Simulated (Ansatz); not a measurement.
# Phonons of CsMgF3 (Pm-3m) against volume, part 2 of 2

Does CsMgF3 (Pm-3m) expand much on heating, by its phonons?

Ansatz 0.2.0; DFT PBEsol, scalar-relativistic, plane waves, PAW; PAW set soft_1.

So far, highest frequency on path, mesh or solved points (cm⁻¹): step 2 (the dispersion) 430.

## (4) Phonons at the other volume, volume ratio 0.97

The phonons are repeated at this volume on the same meshes, so that differences come from the volume alone.

The input, input.yaml:

```yaml
crystal:
  lattice:
    - [4.1383310109, 0.0, 0.0]
    - [0.0, 4.1383310109, 0.0]
    - [0.0, 0.0, 4.1383310109]
  atoms:
    - { symbol: Cs, position: [0.0, 0.0, 0.0] }
    - { symbol: Mg, position: [0.5, 0.5, 0.5] }
    - { symbol: F, position: [0.0, 0.5, 0.5] }
    - { symbol: F, position: [0.5, 0.0, 0.5] }
    - { symbol: F, position: [0.5, 0.5, 0.0] }
kpoints:
  mp_grid: { grid: [8, 8, 8] }
hamiltonian:
  xc: pbesol
  pseudopotentials: { kind: paw, azcp: { folder: soft_1 }, xc_functional: pbe }
scf:
  occupations: { method: fixed }
output:
  eigenvalues: true
phonons:
  method: dfpt
  dielectric: true
  rigid_motions: translations
  qmesh: [4, 4, 4]
  temperatures: { t_max: 1000, t_step: 50 }
  qpath:
    path:
      - [[0.0, 0.0, 0.0], [0.0, 0.5, 0.0], [0.5, 0.5, 0.0], [0.0, 0.0, 0.0], [0.5, 0.5, 0.5], [0.0, 0.5, 0.0]]
      - [[0.5, 0.5, 0.5], [0.5, 0.5, 0.0]]
    npoints: 10
```

The run is started by

```sh
$ ansatz run input.yaml --threads 4 --pin off --max-ram 10240MiB --backend cpu --events-out ev --progress --plain --runs-dir out
```

The program printed:

```text
[...]
Crystal: 5 atoms, lattice volume = 70.872 Å³
Basis set: ecut = 420 eV, 1357 PW (Γ), exchange–correlation on 60×60×60 points (8 copies of the dense FFT grid, shifted against one another)
Bands: 25, of which v1, the nominal top of the filled ones, is band 20 counted from 1 (19 counted from 0)
Symmetry: 48 space group operations
k-points: 170 of 512 (irreducible under 2 space group operations, time reversal used)
[...]
SCF iter   1: F=—  HF=-9910.532694 eV  |F-HF|=—  |Δ(HF+E_count)|=         —  Δρ=1.51e-1  dr2=1.25e1  ethr=3.10e-3  ⟨swp⟩=4.2  Hψ=18535  notcnv=0  defer=377
[...]
SCF iter  10: F=-9906.938179 eV  HF=-9906.938179 eV  |F-HF|=5.46e-12  |Δ(HF+E_count)|=  5.40e-10  Δρ=1.12e-7  dr2=6.32e-12  ethr=1.00e-12  ⟨swp⟩=12.8  Hψ=29108  notcnv=0
SCF 1 converged in 10 iterations: F = -9906.938179 eV  dr2 = 6.32e-12
[...]
DFPT response loops at Γ: preconditioner auto → none (the input reference at scf.mixing.eps_inf says where Resta's filter doesn't serve); β = 0.50; Broyden in place of MSR1
NSCF: frozen V_eff on 35 k-points
[...]
SCF converged after 10 iterations
Free energy (F): -9906.938179 eV
[...]
Internal energy: -9906.938179 eV  (E = F + TS)
E sigma→0 (E₀):  -9906.938179 eV
Fermi energy:    4.228987 eV
[...]
--- Band table (eV; the first three rows and the last of 170) ---
  k-point 0: bands = [... 16 lower, 3.3095, 4.2290, 4.2290, 4.2290, 11.3119, 12.6937, 12.6937, 15.6446, ... 1 higher]
  k-point 1: bands = [... 16 lower, 3.2833, 4.0201, 4.1694, 4.1694, 11.6131, 12.8537, 13.0043, 15.7291, ... 1 higher]
  k-point 2: bands = [... 16 lower, 3.2649, 3.5418, 4.0178, 4.0178, 12.3374, 13.2617, 13.8318, 15.9209, ... 1 higher]
  k-point 169: bands = [... 16 lower, 3.8830, 4.1326, 4.1326, 4.1326, 13.1503, 13.1503, 13.1503, 17.0434, ... 1 higher]
--- Phonons (Γ-DFPT): 4 representative perturbations + reference, on 170 of 512 k-points (Σ response iterations 13) ---
  k mesh reduced under 2 symmetry operations, with k and −k counted as one. Each operation leaves every solved perturbation unchanged. A smaller set is not considered because the run solves the response to a homogeneous field
  ASR residual: 8.101e-4 → 0.000e0 eV/Å²; symmetrization residual: 7.207e-6 eV/Å²
  ASR residual per site (eV/Å²): 3.83e-5 7.18e-4 8.10e-4 8.10e-4 8.10e-4
[...]
ε∞ (high-frequency dielectric tensor):
        2.545167     0.000000     0.000000
       -0.000000     2.545167     0.000000
        0.000000     0.000000     2.545167
  ε⁰ (static dielectric tensor: ions relaxed, cell fixed):
        6.940221    -0.000000     0.000000
       -0.000000     6.940221     0.000000
        0.000000     0.000000     6.940221
  ε⁰ − ε∞ (ionic part):
        4.395054    -0.000000     0.000000
       -0.000000     4.395054     0.000000
        0.000000     0.000000     4.395054
  softest optical mode at Γ: 157.20 cm⁻¹; the repairs (sum rule, projections) moved no ω² at Γ by more than (3.63 cm⁻¹)²
  Born effective charges Z* (e; rows j = field, columns β = displacement):
    site 0:
         1.45504    0.00000    0.00000
         0.00000    1.45504    0.00000
         0.00000    0.00000    1.45504
    site 1:
         2.16382   -0.00000    0.00000
        -0.00000    2.16382    0.00000
         0.00000    0.00000    2.16382
    site 2:
        -1.21727   -0.00000    0.00000
         0.00000   -1.20080    0.00000
         0.00000    0.00000   -1.20080
    site 3:
        -1.20080   -0.00000    0.00000
         0.00000   -1.21727    0.00000
         0.00000    0.00000   -1.20080
    site 4:
        -1.20080    0.00000    0.00000
        -0.00000   -1.20080    0.00000
         0.00000    0.00000   -1.21727
  Z* charge neutrality: 2.207e-5 e pre-enforcement
  k-mesh period / interband length: 33.1 Å / 1.10 Å = 30.10 at k = (0.0000, 0.0000, 0.0000), direct gap 7.083 eV — 14 or more, which is no proof of convergence
  optical modes at Γ without the LO–TO term, one row a degenerate level:
      ω (cm⁻¹)  modes    IR ((D/Å)²/amu)
        157.20      3             2.1087
        224.00      3             0.0000
        271.90      3            21.9351
        335.01      3             6.2958
  optical modes at Γ + LO–TO along q̂ = [1.0000, 0.0000, 0.0000]:
      ω (cm⁻¹)  modes    IR ((D/Å)²/amu)
        157.20      2             1.4058
        165.38      1             0.0684
        224.00      3             0.0000
        271.90      2            14.6234
        318.27      1             0.2609
        335.01      2             4.1972
        449.23      1             9.7839
  optical modes at Γ + LO–TO along q̂ = [0.0000, 1.0000, 0.0000]:
      ω (cm⁻¹)  modes    IR ((D/Å)²/amu)
        157.20      2             1.4058
        165.38      1             0.0684
        224.00      3             0.0000
        271.90      2            14.6234
        318.27      1             0.2609
        335.01      2             4.1972
        449.23      1             9.7839
  optical modes at Γ + LO–TO along q̂ = [0.0000, 0.0000, 1.0000]:
      ω (cm⁻¹)  modes    IR ((D/Å)²/amu)
        157.20      2             1.4058
        165.38      1             0.0684
        224.00      3             0.0000
        271.90      2            14.6234
        318.27      1             0.2609
        335.01      2             4.1972
        449.23      1             9.7839
--- Phonons (arbitrary-q DFPT): 10 irreducible q on the 4×4×4 mesh ---
[...]
interpolated dispersion: 63 rows × 15 modes
[...]
```

Elapsed: 7.5 min, on 4 threads of Intel Xeon Platinum 8375C at 2.90GHz (Ice Lake), shared host; peak memory 2.5 GiB; 29 min of CPU time.

This step gave:

- sum-rule residual before enforcement: 8.10e-4 eV/Å²
- miss of the charge sum rule: 2.21e-5 e
- highest frequency on path, mesh or solved points: 449.2 cm⁻¹
- mean frequency: 232.4 cm⁻¹
- Debye temperature (second moment): 466 K
- logarithmic mean frequency: 208.8 cm⁻¹
- highest optical mode at the zone centre (no LO-TO term): 335.0 cm⁻¹
- lowest optical zone-centre mode: 157.2 cm⁻¹
- mean high-frequency dielectric constant: 2.545
- largest Born charge (third of the trace): 2.164 e
- mean static dielectric constant: 6.940
- top of the zone-centre spectrum with the field: 449.2 cm⁻¹
- lowest mode on the q mesh (acoustic modes at Γ apart): 61.02 cm⁻¹
- zero-point energy per atom: 43.22 meV
- heat capacity at 300 K: 22.23 J/(mol atoms K)
- vibrational entropy at 300 K: 26.34 J/(mol atoms K)

Frequencies (cm⁻¹) solved at each irreducible wavevector; negative means imaginary. Frequencies by wavevector, by row:

```tsv
q in reciprocal lattice units	star	mode 1	mode 2	mode 3	mode 4	mode 13	mode 14	mode 15
0 0 0	1	0	0	0	157.2	335	335	335
0 0 0.25	6	61	61	87.3	158.1	333.3	333.3	438.3
0 0 -0.5	3	89.3	89.3	120.7	157.2	331.6	333.2	420.4
0 0.25 0.25	12	63.8	79.2	105.9	166.7	331.4	336.1	422.5
0 0.25 -0.5	12	89.2	93.2	99.7	176.8	329.4	379.9	385.9
0 -0.5 -0.5	3	89.4	89.4	96.5	193.4	340.3	340.3	379.8
0.25 0.25 0.25	8	80	80	105	184.4	309.5	334.3	420.2
0.25 0.25 -0.5	12	93.9	93.9	96.3	185.5	308.3	362	403.6
0.25 -0.5 -0.5	6	94.1	94.1	98.8	189.8	335	335	404.7
-0.5 -0.5 -0.5	1	97.3	97.3	97.3	186.1	329	329	406.1
```

The highest optical mode at the zone centre (no LO-TO term) is 335.0 cm⁻¹, +29.6 cm⁻¹ against the base run.

## (5) Relaxing at another volume, volume ratio 1.03

The volume is scaled by 1.03 and held; symmetry leaves nothing to relax, so this is a single point. The modes can then be followed against volume.

input.yaml, the sections that differ from step 4:

```yaml
crystal:
  lattice:
    - [4.2219561881, 0.0, 0.0]
    - [0.0, 4.2219561881, 0.0]
    - [0.0, 0.0, 4.2219561881]
  atoms:
    - { symbol: Cs, position: [0.0, 0.0, 0.0] }
    - { symbol: Mg, position: [0.5, 0.5, 0.5] }
    - { symbol: F, position: [0.0, 0.5, 0.5] }
    - { symbol: F, position: [0.5, 0.0, 0.5] }
    - { symbol: F, position: [0.5, 0.5, 0.0] }
output:
  forces: true
  stress: true
  eigenvalues: true
# kpoints, hamiltonian, scf: as in step 4
# phonons: removed
```

The program printed:

```text
[...]
Crystal: 5 atoms, lattice volume = 75.256 Å³
Basis set: ecut = 420 eV, 1419 PW (Γ), exchange–correlation on 60×60×60 points (8 copies of the dense FFT grid, shifted against one another)
Bands: 25, of which v1, the nominal top of the filled ones, is band 20 counted from 1 (19 counted from 0)
Symmetry: 48 space group operations
[...]
k-points: 35 of 512
[...]
--- Band table (eV; the first three rows and the last of 35) ---
  k-point 0: bands = [... 16 lower, 2.7755, 3.5120, 3.5120, 3.5120, 10.1910, 12.0059, 12.0059, 14.8284]
  k-point 1: bands = [... 16 lower, 2.7511, 3.3286, 3.4616, 3.4616, 10.4799, 12.1534, 12.2867, 14.8871]
  k-point 2: bands = [... 16 lower, 2.7282, 2.9103, 3.3318, 3.3318, 11.1957, 12.5295, 12.9995, 15.0184]
  k-point 34: bands = [... 16 lower, 3.2947, 3.3524, 3.3524, 3.3524, 12.3023, 12.3023, 12.3023, 15.7767]
[key lines of the parts left out:]
SCF converged after 9 iterations
Free energy (F): -9906.939721 eV
Fermi energy:    3.511957 eV
P = ⅓ Tr σ = -1.9255 GPa (-19.255 kbar)
```

Run time: 1.1 s. Hardware: 4 threads; peak memory 0.64 GiB; 3.7 s of CPU time.

Read from the output:

- pressure: -1.925 GPa
- gap on the k-mesh: 6.679 eV
- volume per atom: 15.05 Å³
- direct gap on mesh: 6.679 eV

The run ends at a pressure of -1.93 GPa.

## (6) Phonons at the other volume, volume ratio 1.03

The phonons are repeated at this volume on the same meshes, so that differences come from the volume alone.

Changes to input.yaml since step 5:

```diff
@@ -19,4 +19,13 @@
 output:
-  forces: true
-  stress: true
   eigenvalues: true
+phonons:
+  method: dfpt
+  dielectric: true
+  rigid_motions: translations
+  qmesh: [4, 4, 4]
+  temperatures: { t_max: 1000, t_step: 50 }
+  qpath:
+    path:
+      - [[0.0, 0.0, 0.0], [0.0, 0.5, 0.0], [0.5, 0.5, 0.0], [0.0, 0.0, 0.0], [0.5, 0.5, 0.5], [0.0, 0.5, 0.0]]
+      - [[0.5, 0.5, 0.5], [0.5, 0.5, 0.0]]
+    npoints: 10
```

The program printed:

```text
[...]
Crystal: 5 atoms, lattice volume = 75.256 Å³
Basis set: ecut = 420 eV, 1419 PW (Γ), exchange–correlation on 60×60×60 points (8 copies of the dense FFT grid, shifted against one another)
Bands: 25, of which v1, the nominal top of the filled ones, is band 20 counted from 1 (19 counted from 0)
Symmetry: 48 space group operations
k-points: 170 of 512 (irreducible under 2 space group operations, time reversal used)
[...]
ω (cm⁻¹)  modes    IR ((D/Å)²/amu)
[...]
optical modes at Γ + LO–TO along q̂ = [0.0000, 0.0000, 1.0000]:
      ω (cm⁻¹)  modes    IR ((D/Å)²/amu)
[...]
244.12      2            17.7628
        284.86      1             0.0064
        285.37      2             0.1993
        414.00      1             9.9940
--- Phonons (arbitrary-q DFPT): 10 irreducible q on the 4×4×4 mesh ---
[...]
interpolated dispersion: 63 rows × 15 modes
[...]
[key lines of the parts left out:]
SCF converged after 10 iterations
Free energy (F): -9906.939721 eV
Fermi energy:    3.511936 eV
```

Elapsed: 8.3 min, on 4 threads; peak memory 2.6 GiB.

This step gave:

```yaml
sum_rule_residual_before_enforcement: 0.001579 eV/Å²
miss_of_the_charge_sum_rule: 3.31e-5 e
highest_frequency_on_path_mesh_or_solved_points: 414 cm⁻¹
mean_frequency: 209.2 cm⁻¹
debye_temperature_second_moment: 420 K
logarithmic_mean_frequency: 187.7 cm⁻¹
highest_optical_mode_at_the_zone_centre_no_lo_to_term: 285.4 cm⁻¹
lowest_optical_zone_centre_mode: 140.2 cm⁻¹
mean_high_frequency_dielectric_constant: 2.486
largest_born_charge_third_of_the_trace: 2.176 e
mean_static_dielectric_constant: 8.318
top_of_the_zone_centre_spectrum_with_the_field: 414 cm⁻¹
lowest_mode_on_the_q_mesh_acoustic_modes_at_gamma_apart: 55.71 cm⁻¹
zero_point_energy_per_atom: 38.9 meV
heat_capacity_at_300_k: 22.7 J/(mol atoms K)
vibrational_entropy_at_300_k: 28.74 J/(mol atoms K)
```

The highest optical mode at the zone centre (no LO-TO term) is 285.4 cm⁻¹, -20.0 cm⁻¹ against the base run.

## (7) Grüneisen parameters

The Grüneisen parameter of a mode is minus the logarithmic change of its frequency with volume, −d ln ω / d ln V; weighted by heat capacity it gives the expansion.

This step gave:

```yaml
bulk_modulus: 70 GPa
```

The phonon branches at the labelled points (cm⁻¹):

```tsv
point	branch 1	branch 2	branch 3	branch 4	branch 12	branch 13	branch 14	branch 15
Γ	0	0	0	149	302	305	305	430
halfway	59	59	82	151	302	302	305	423
X	85	85	114	152	300	300	313	411
halfway	84	88	94	173	287	296	357	376
M	84	84	90	185	300	329	329	361
halfway	60	76	100	161	293	299	323	404
Γ	0	0	0	149	302	305	305	430
halfway	76	76	98	173	288	288	326	398
R	94	94	94	178	315	315	315	387
halfway	88	90	92	176	281	284	352	381
X	85	85	114	152	300	300	313	411
jump to R	94	94	94	178	315	315	315	387
halfway	90	90	94	182	282	323	323	384
M	84	84	90	185	300	329	329	361
```

The same for volume x 0.97:

```tsv
point	branch 1	branch 2	branch 3	branch 4	branch 12	branch 13	branch 14	branch 15
Γ	0	0	0	157	318	335	335	449
X	89	89	121	157	332	332	333	420
M	89	89	96	193	327	340	340	380
Γ	0	0	0	157	318	335	335	449
R	97	97	97	186	329	329	329	406
X	89	89	121	157	332	332	333	420
R	97	97	97	186	329	329	329	406
M	89	89	96	193	327	340	340	380
```

The same for volume x 1.03:

```tsv
point	branch 1	branch 2	branch 3	branch 4	branch 12	branch 13	branch 14	branch 15
Γ	0	0	0	140	285	285	285	414
X	81	81	107	147	275	275	294	402
M	79	79	85	169	292	319	319	343
Γ	0	0	0	140	285	285	285	414
R	91	91	91	168	302	302	302	370
X	81	81	107	147	275	275	294	402
R	91	91	91	168	302	302	302	370
M	79	79	85	169	292	319	319	343
```

Mode Grueneisen parameter -dln(w)/dln(V), modes matched by rank; at Γ the acoustic branches take the value of a neighbouring point of the path. Mode grüneisen parameters along the path, in :

```tsv
point	branch 1	branch 2	branch 3	branch 4	branch 12	branch 13	branch 14	branch 15
Γ	1.04	1.04	2.32	1.91	1.85	2.67	2.67	1.36
halfway	1.22	1.22	2.09	1.61	2.26	2.87	2.45	1.14
X	1.65	1.65	1.98	1.12	3.11	3.11	2.09	0.75
halfway	1.94	1.91	2.02	0.75	1.74	2.64	2.03	0.83
M	2.06	2.06	2.13	2.21	1.91	1.07	1.07	1.72
halfway	2.26	1.54	1.88	1.22	2.11	2.48	1.35	1.43
Γ	2.45	1.02	1.73	1.91	1.85	2.67	2.67	1.36
halfway	1.55	1.55	2.20	2.27	1.76	1.76	0.90	1.75
R	1.10	1.10	1.10	1.68	1.40	1.40	1.40	1.56
halfway	2.20	1.37	1.73	1.91	1.19	1.94	0.92	1.90
X	1.65	1.65	1.98	1.12	3.11	3.11	2.09	0.75
jump to R	1.10	1.10	1.10	1.68	1.40	1.40	1.40	1.56
halfway	1.52	1.52	1.70	1.95	1.27	1.20	1.20	1.72
M	2.06	2.06	2.13	2.21	1.91	1.07	1.07	1.72
```

(dS/dlnV)/C_V. Thermodynamic Grueneisen parameter against temperature:

```tsv
temperature (K)	thermodynamic Grueneisen parameter
50	1.79
100	1.79
150	1.79
200	1.78
250	1.78
300	1.78
350	1.78
400	1.78
450	1.78
500	1.78
550	1.78
600	1.78
650	1.78
700	1.78
750	1.78
800	1.78
850	1.78
900	1.78
950	1.78
1000	1.78
```

Gamma C_V/(B V) at the static volume. Table of volume expansion by temperature:

```tsv
temperature (K)	volume expansion (1e-6/K)
50	12.8
100	35.3
150	49.9
200	57.8
250	62.2
300	64.9
350	66.7
400	67.8
450	68.7
500	69.3
550	69.7
600	70.0
650	70.3
700	70.5
750	70.7
800	70.8
850	71.0
900	71.1
950	71.1
1000	71.2
```

## (8) Outcome

```json
{
  "bulk modulus": "70 GPa",
  "gap deformation potential": "-6.73 eV",
  "thermodynamic Grüneisen parameter at 300 K": "1.78",
  "volume expansion at 300 K, estimated": "64.94 × 10⁻⁶ K⁻¹"
}
```

What this shows: By this estimate the volume grows by 64.9 × 10⁻⁶ per kelvin at 300 K. The highest optical mode at Γ goes from 335 to 285 cm⁻¹ as the cell grows, a Grüneisen parameter of 2.67. Mode parameters on the path run from 0.75 to 4.8, with a median of 1.7. Branches are matched by rank, so values near crossings are rough. The expansion is the Grüneisen estimate at the static volume, with the static bulk modulus. Spin-orbit coupling is left out, which can matter for the heavy elements here. The PAW files were made for PBE and serve the other functionals too.

[Long decimals in the printed logs are rounded to 6 places.]

[Logs are printed without paths, hosts, clocks, repeated set-up lines and the standing remarks that a program may print on its own settings, such as how far it seeks lower states.]

[Hosts, paths, dates, database ids (printed as entryN), source tags and the programs' standing remarks are cut or masked in the printed files.]

[Where the starting crystal was built by hand or by swapping elements, it need not be the compound's stable phase.]
